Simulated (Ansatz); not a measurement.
## LiBeF3 (model cell, started as cubic perovskite with Be in the octahedra): phonons and vibrational spectra

Aim: the vibrations of LiBeF3 (model cell, started as cubic perovskite with Be in the octahedra), their spectra, and whether the structure is stable.

Calculated with Ansatz 0.2.0; DFT PBE, scalar-relativistic, plane waves, PAW; PAW set soft_1.

This is a report of a sequence of runs, with most program output left out.

The structure was built from a prototype and need not be the compound's stable phase.

## Step 1: The starting structure

Symmetry: Pm-3m, No. 221, cubic system. The conventional cell has a = 3.489 Å, b = 3.489 Å, c = 3.489 Å, α = 90.00°, β = 90.00°, γ = 90.00°. Nearest to Li lie 12 F at 2.47 Å. Nearest to Be lie 6 F at 1.74 Å. Nearest to F lie 2 Be at 1.74 Å. Farther neighbours and most contacts between anions are not listed.

Coordinates:

```cif
data_structure
_symmetry_space_group_name_H-M 'P 1'
_symmetry_Int_Tables_number 1
_cell_length_a 3.4888
_cell_length_b 3.4888
_cell_length_c 3.4888
_cell_angle_alpha 90.000
_cell_angle_beta 90.000
_cell_angle_gamma 90.000
_cell_volume 42.46
loop_
_atom_site_label
_atom_site_type_symbol
_atom_site_fract_x
_atom_site_fract_y
_atom_site_fract_z
_atom_site_occupancy
Li1 Li 0.00000 0.00000 0.00000 1
Be2 Be 0.50000 0.50000 0.50000 1
F3 F 0.50000 0.50000 0.00000 1
F4 F 0.50000 0.00000 0.50000 1
F5 F 0.00000 0.50000 0.50000 1
```

## Step 2: Relaxation

Harmonic phonons are second derivatives at a point where the forces vanish, and they are wanted at zero stress, so atoms and cell are relaxed first.

File input.yaml:

```yaml
crystal:
  lattice:
    - [3.4888, 0.0, 0.0]
    - [0.0, 3.4888, 0.0]
    - [0.0, 0.0, 3.4888]
  atoms:
    - { symbol: Li, position: [0.0, 0.0, 0.0] }
    - { symbol: Be, position: [0.5, 0.5, 0.5] }
    - { symbol: F, position: [0.5, 0.5, 0.0] }
    - { symbol: F, position: [0.5, 0.0, 0.5] }
    - { symbol: F, position: [0.0, 0.5, 0.5] }
kpoints:
  mp_grid: { grid: [6, 6, 6] }
hamiltonian:
  xc: pbe
  pseudopotentials: { kind: paw, azcp: { folder: soft_1 } }
scf:
  occupations: { method: gaussian, width: 0.02 }
output:
  forces: true
  stress: true
  eigenvalues: true
relax:
  adjacent_minimum: "off"
  f_tol: 0.005
  max_steps: 80
  cell: { stress_tol: 0.05 }
```

Started as:

```sh
$ ansatz run input.yaml --threads 4 --pin off --max-ram 16384MiB --backend cpu --events-out ev --progress --plain --runs-dir out
```

Wall time 2.2 s (4 threads of Arm Neoverse V1, shared host); peak memory 0.3 GiB.

Step by step:

```tsv
step	energy less that of the first step (eV)	largest force component (eV/Å)	pressure (GPa)	volume (Å³)
1	0.0000	0.0000	0.79	42.46
2	-0.0001	0.0000	0.41	42.61
3	0.0001	0.0000	0.00	42.76
4*	-0.0010	0.0000	0.05	42.76
5	-0.0010	0.0000	0.00	42.78
6*	-0.0010	0.0000	0.00	42.78
```

Relaxation steps marked * repeat the geometry before them on a plane-wave basis chosen anew for their cell, so energy and pressure can jump there.

Forces are held to the 48 operations that the run works with; a distortion that breaks them can't arise in this run.

```tsv
conventional cell, symmetrised	before	after	change
a (Å)	3.489	3.497	+0.2 %
b (Å)	3.489	3.497	+0.2 %
c (Å)	3.489	3.497	+0.2 %
volume (Å³/atom)	8.49	8.56	+0.7 %
```

A gap read on the k-mesh alone can miss the band edges.

This step gave:

* pressure: 0.003615 GPa
* gap on the k-mesh: 7.529 eV
* volume per atom: 8.555 Å³
* direct gap on mesh: 8.297 eV

In this step the volume went from 8.49 to 8.56 Å³/atom.

## Step 3: Tight relaxation

Phonons need a cell at rest on their own settings, so the relaxation is repeated with tight tolerances on forces and stress, using the mesh and the filling of the phonon run that follows.

input.yaml, the sections that differ from step 2:

```yaml
crystal:
  lattice:
    - [3.497342264, 0.0, 0.0]
    - [0.0, 3.497342264, 0.0]
    - [0.0, 0.0, 3.497342264]
  atoms:
    - { symbol: Li, position: [0.0, 0.0, 0.0] }
    - { symbol: Be, position: [0.5, 0.5, 0.5] }
    - { symbol: F, position: [0.5, 0.5, 0.0] }
    - { symbol: F, position: [0.5, 0.0, 0.5] }
    - { symbol: F, position: [0.0, 0.5, 0.5] }
kpoints:
  mp_grid: { grid: [8, 8, 8] }
scf:
  occupations: { method: fixed }
relax:
  adjacent_minimum: "off"
  f_tol: 0.001
  max_steps: 60
  cell: { stress_tol: 0.01 }
# hamiltonian, output: as in step 2
```

Elapsed: 1.2 s, on 4 threads; peak memory 0.32 GiB.

Little changed from the start: no atom moved by 0.005 Å and no cell edge by 0.1 %.

This step gave:

```yaml
pressure: 0.002321 GPa
```

The forces vanish by symmetry and the pressure is 0.002 GPa, within the tolerances set. The cell now holds 8.56 Å³/atom.

## Step 4: Zone-centre response

The zone centre comes first: it holds the modes that light can see, as far as symmetry allows. The response to a homogeneous field gives the Born charges and the dielectric tensor.

Changes to input.yaml since step 3:

```diff
@@ -19,9 +19,6 @@
 output:
-  forces: true
-  stress: true
   eigenvalues: true
-relax:
-  adjacent_minimum: "off"
-  f_tol: 0.001
-  max_steps: 60
-  cell: { stress_tol: 0.01 }
+phonons:
+  method: dfpt
+  dielectric: true
+  rigid_motions: translations
```

The job ended after 18 s (4 threads; peak memory 0.76 GiB).

This step gave:

```yaml
sum_rule_residual_before_enforcement: 0.003748 eV/Å²
miss_of_the_charge_sum_rule: 5.08e-5 e
point_group: m-3m
highest_optical_mode_at_the_zone_centre_no_lo_to_term: 485.9 cm⁻¹
lowest_optical_zone_centre_mode: -208.5 cm⁻¹
mean_high_frequency_dielectric_constant: 2.172
largest_born_charge_third_of_the_trace: 2.189 e
top_of_the_zone_centre_spectrum_with_the_field: 705.3 cm⁻¹
```

Without the LO-TO term. Patterns of degenerate modes are one choice out of their space. The modes at Γ (shares of kinetic energy by element, %) (negative means imaginary):

```tsv
mode	frequency (cm⁻¹)	symmetry	Li %	Be %	F %
1	-208.5	T1u	75	8	17
2	-208.5	T1u	75	8	17
3	-208.5	T1u	75	8	17
4	0.0	acoustic	10	12	78
5	0.0	acoustic	10	12	78
6	0.0	acoustic	10	12	78
7	207.7	T1u	14	75	11
8	207.7	T1u	14	75	11
9	207.7	T1u	14	75	11
10	212.5	T2u	0	0	100
11	212.5	T2u	0	0	100
12	212.5	T2u	0	0	100
13	485.9	T1u	1	5	94
14	485.9	T1u	1	5	94
15	485.9	T1u	1	5	94
```

Displacements in mode 3 (-208.5 cm⁻¹), the largest set to 1:
```
Li1  1.00 -0.37 -0.17
Be2  0.28 -0.10 -0.05
F3  -0.17  0.06  0.03
F4  -0.17  0.06  0.03
F5  -0.15  0.06  0.03
```

Displacements in mode 14 (485.9 cm⁻¹), the largest set to 1:
```
Li1 -0.26  0.00  0.00
Be2  0.41  0.00  0.00
F3  -0.55  0.00  0.00
F4  -0.55  0.00  0.00
F5   1.00  0.00  0.00
```

Optical modes at the zone centre, without and with the macroscopic field of the longitudinal modes; each column is sorted by frequency, so a row need not hold one and the same mode. Modes with and without the field, by row:

```tsv
rank among optical modes	no field (cm⁻¹)	q along (1, 0, 0) (cm⁻¹)
1	-208.5	-208.5
2	-208.5	-208.5
3	-208.5	87.3
4	207.7	207.7
5	207.7	207.7
6	207.7	212.5
7	212.5	212.5
8	212.5	212.5
9	212.5	485.8
10	485.9	485.9
11	485.9	485.9
12	485.9	705.3
```

Born charge (rows field, columns displacement) (e), principal values of the symmetric part by kind of site:

```tsv
atom	atoms with these values	low	middle	high	mean
Li1	1	1.19	1.19	1.19	1.19
Be2	1	2.19	2.19	2.19	2.19
F3	3	-1.62	-0.88	-0.88	-1.12
```

In full for Li1:

```
1.19 0.00 0.00
0.00 1.19 0.00
0.00 0.00 1.19
```

High-frequency dielectric tensor:

```
2.17 0.00 0.00
0.00 2.17 0.00
0.00 0.00 2.17
```

Transverse modes; imaginary modes are left out. Lines of the infrared spectrum (strongest = 100):

```tsv
position (cm⁻¹)	label	relative intensity
208	T1u	100
212	T2u	0.0
486	T1u	0.0
```

Before it was imposed, the acoustic sum rule was missed by 0.0037 eV/Å² and the charge sum rule by 5.1e-5 e. Small misses are needed for a sound result but don't prove that mesh and cutoff are converged. The lowest optical mode is imaginary, 208.5i cm⁻¹, so the energy falls along it.

## Step 5: Response at finite wavevector

Stability and thermal properties need the whole zone. Linear response on a 4×4×4 q mesh gives force constants as far as a supercell of that size would, and the tensors from the zone-centre run are typed in so that the long-range dipole term is interpolated apart.

input.yaml, the sections that differ from step 4:

```yaml
phonons:
  method: dfpt
  qmesh: [4, 4, 4]
  temperatures: { t_max: 1000, t_step: 50 }
  qpath:
    path:
      - [[0.0, 0.0, 0.0], [0.0, 0.5, 0.0], [0.5, 0.5, 0.0], [0.0, 0.0, 0.0], [0.5, 0.5, 0.5], [0.0, 0.5, 0.0]]
      - [[0.5, 0.5, 0.5], [0.5, 0.5, 0.0]]
    npoints: 10
  non_analytic_term:
    high_frequency_dielectric_tensor: [[2.1716, 0.0, 0.0], [0.0, 2.1716, 0.0], [0.0, 0.0, 2.1716]]
    born_effective_charges:
      - { species: Li, tensor: [[1.1859, 0.0, 0.0], [0.0, 1.1859, 0.0], [0.0, 0.0, 1.1859]] }
      - { species: Be, tensor: [[2.1891, 0.0, 0.0], [0.0, 2.1891, 0.0], [0.0, 0.0, 2.1891]] }
      - { species: F, tensor: [[-0.8756, 0.0, 0.0], [0.0, -0.8756, 0.0], [0.0, 0.0, -1.6238]] }
      - { species: F, tensor: [[-0.8756, 0.0, 0.0], [0.0, -1.6238, 0.0], [0.0, 0.0, -0.8756]] }
      - { species: F, tensor: [[-1.6238, 0.0, 0.0], [0.0, -0.8756, 0.0], [0.0, 0.0, -0.8756]] }
    source: "zone-centre run at this cell"
# crystal, kpoints, hamiltonian, scf, output: as in step 4
```

Run time: 3.8 min. Hardware: 4 threads; peak memory 1.1 GiB.

This step gave:

```
sum-rule residual before enforcement                    : 0.003750 eV/Å²
lowest frequency on the path                            : -208.5 cm⁻¹
highest frequency on the path or at a solved wavevector : 705.3 cm⁻¹
lowest mode on the q mesh (acoustic modes at Γ apart)   : -208.5 cm⁻¹
```

Frequencies (cm⁻¹) solved at each irreducible wavevector; negative means imaginary. Frequencies by wavevector, by row:

```tsv
q in reciprocal lattice units	star	mode 1	mode 2	mode 3	mode 4	mode 13	mode 14	mode 15
0 0 0	1	-208.5	-208.5	-208.5	0	485.9	485.9	485.9
0 0 0.25	6	-191.8	-191.8	104.1	104.1	471.1	496	686.9
0 0 -0.5	3	-168.7	-168.7	119.1	119.1	451.3	523.1	657.3
0 0.25 0.25	12	-189.7	-178.1	-13.4	26.2	507.8	509.7	685.3
0 0.25 -0.5	12	-165.2	-160.5	-102.6	-46.6	505.5	592.1	652
0 -0.5 -0.5	3	-170.4	-159.4	-159.4	-151.2	556.7	647.1	647.1
0.25 0.25 0.25	8	-172.5	-172.5	-122.9	-37.5	487.2	528.7	677.1
0.25 0.25 -0.5	12	-157.1	-147.9	-140.6	-70.5	521.6	611.5	632.9
0.25 -0.5 -0.5	6	-171	-143.2	-143.2	-137.3	600.1	613.4	613.4
-0.5 -0.5 -0.5	1	-171.6	-171.6	-171.6	-123.3	573.3	573.3	617.8
```

Interpolated from a 4×4×4 q mesh, with the LO-TO term (at Γ the limit along the path; where Γ stands inside the path, tables give the limit on arrival). The phonon branches at the labelled points (cm⁻¹):

```tsv
point	branch 1	branch 2	branch 3	branch 4	branch 12	branch 13	branch 14	branch 15
Γ	-208	-208	0	0	486	486	486	705
halfway	-192	-192	104	104	471	471	496	687
X	-169	-169	119	119	451	451	523	657
halfway	-165	-160	-103	-47	434	506	592	652
M	-170	-159	-159	-151	409	557	647	647
halfway	-190	-178	-13	26	455	508	510	685
Γ	-208	-208	0	0	486	486	486	705
halfway	-172	-172	-123	-38	487	487	529	677
R	-172	-172	-172	-123	573	573	573	618
halfway	-157	-148	-141	-70	454	522	612	633
X	-169	-169	119	119	451	451	523	657
jump to R	-172	-172	-172	-123	573	573	573	618
halfway	-171	-143	-143	-137	455	600	613	613
M	-170	-159	-159	-151	409	557	647	647
```

Tetrahedra on a 20×20×20 mesh, mean over bins of 10 cm-1. Interpolated from a 4×4×4 q mesh. The phonon density of states by wavenumber; read off at these points:

```tsv
wavenumber (cm⁻¹)	phonon density of states (1/cm⁻¹/cell)
-205	0.00615
-175	0.0366
-165	0.0613
-145	0.0407
-115	0.0128
-75	0.00773
-45	0.00479
-15	0.00363
15	0.00381
45	0.00672
75	0.0119
105	0.0157
145	0.0148
175	0.0248
205	0.0263
235	0.0362
265	0.0335
295	0.0292
325	0.0157
355	0.0133
395	0.0124
425	0.00941
455	0.0193
475	0.0234
485	0.0142
515	0.0156
545	0.0146
575	0.0118
615	0.00799
645	0.0133
655	0.0213
675	0.0143
705	8.6e-4
```

The partial phonon density of states has structure finer than the step of the table below, so its rows give means over 25 cm⁻¹, whole bins alone (the curve runs from -218 to 735 cm⁻¹). Peaks (cm⁻¹: height): Be -140.5: 0.00188, 213.5: 0.0129, 249.4: 0.00836, 285.4: 0.00775, 657.4: 0.0137; F -164.5: 0.0108, -98.5: 0.00972, 117.5: 0.0187, 171.5: 0.0171, 237.5: 0.0262, 285.4: 0.0266, 471.4: 0.0152; Li -164.5: 0.0409.

Phonopy on the run's constants, 17x17x17 mesh, Gaussian sigma 6.8 cm-1. Interpolated from a 4×4×4 q mesh. The partial phonon density of states by wavenumber; means over each step; values in 1/cm⁻¹/cell:

```tsv
wavenumber (cm⁻¹)	Be	F	Li
-200	7.2e-4	0.00168	0.00898
-175	0.00126	0.00671	0.0308
-150	0.00146	0.00901	0.0332
-125	0.00138	0.00608	0.0134
-100	9.4e-4	0.00780	0.00395
-75	5.6e-4	0.00296	0.00226
-50	3.9e-4	0.00248	0.00129
-25	2.4e-4	0.00311	6.3e-4
0	1.7e-4	0.00226	4.0e-4
25	4.9e-4	0.00518	0.00127
50	5.0e-4	0.00472	0.00116
75	9.6e-4	0.00854	0.00234
100	9.0e-4	0.0127	0.00196
125	8.4e-4	0.0139	0.00124
150	0.00115	0.0123	8.3e-4
175	0.00312	0.0156	7.0e-4
200	0.00933	0.0166	6.3e-4
225	0.00760	0.0236	8.4e-4
250	0.00701	0.0243	0.00122
275	0.00658	0.0241	0.00147
300	0.00559	0.0216	0.00111
325	0.00201	0.0147	3.2e-4
350	9.3e-4	0.0124	2.7e-4
375	5.7e-4	0.0118	3.1e-4
400	5.4e-4	0.0103	2.9e-4
425	0.00232	0.00881	9.5e-5
450	0.00405	0.0145	2.7e-4
475	0.00413	0.0141	6.7e-4
500	0.00427	0.0107	6.4e-4
525	0.00437	0.0106	8.0e-4
550	0.00455	0.00874	8.1e-4
575	0.00547	0.00517	7.6e-4
600	0.00523	0.00283	7.2e-4
625	0.00586	0.00287	7.3e-4
650	0.0115	0.00297	0.00128
675	0.00987	0.00311	0.00148
700	0.00304	0.00111	6.4e-4
```

Symmetry leaves 10 wavevectors to solve. The lowest mode among them, the acoustic zeros apart, lies at Γ and is imaginary, 208.5i cm⁻¹, so the energy falls along it.

## Step 6: Results

```yaml
space_group_after_relaxation_within_0p01_a: Pm-3m
volume_per_atom: 8.56 Å³
gap_on_the_k_mesh: 7.53 eV
highest_optical_mode_at_the_zone_centre_no_lo_to_term: 486 cm⁻¹
top_of_the_zone_centre_spectrum_with_the_field: 705 cm⁻¹
lowest_optical_zone_centre_mode: -208 cm⁻¹
mean_high_frequency_dielectric_constant: 2.17
largest_born_charge_third_of_the_trace: 2.19 e
lowest_mode_on_the_q_mesh_acoustic_modes_at_gamma_apart: -208 cm⁻¹
highest_frequency_on_the_path_or_at_a_solved_wavevector: 705 cm⁻¹
imaginary_modes_on_the_4x4x4_q_mesh: yes
```

**Reading.** Modes are clearly imaginary (beyond 10i cm⁻¹) at 10 of the 10 irreducible wavevectors, most at Γ (208.5i cm⁻¹), so this structure is not a minimum of the energy. Without the field, the optical modes at Γ span -208 to 486 cm⁻¹ (negative means imaginary). The highest mode in this list at Γ, 485.9 cm⁻¹, is mostly motion of F (94 % of the kinetic energy). With the macroscopic field of the longitudinal modes the top of the zone-centre spectrum lies at 705 cm⁻¹, against 486 cm⁻¹ without it. Among the real modes, the strongest infrared line is at 208 cm⁻¹. The starting cell was built on a prototype and not taken from a measurement, so the phase need not exist. These are harmonic frequencies at zero temperature: anharmonic shifts, linewidths and thermal expansion are left out.

[Logs are printed without paths, hosts, clocks, repeated set-up lines and the standing remarks that a program may print on its own settings, such as how far it seeks lower states.]

[Hosts, paths, dates, database ids (printed as entryN), source tags and the programs' standing remarks are cut or masked in the printed files.]
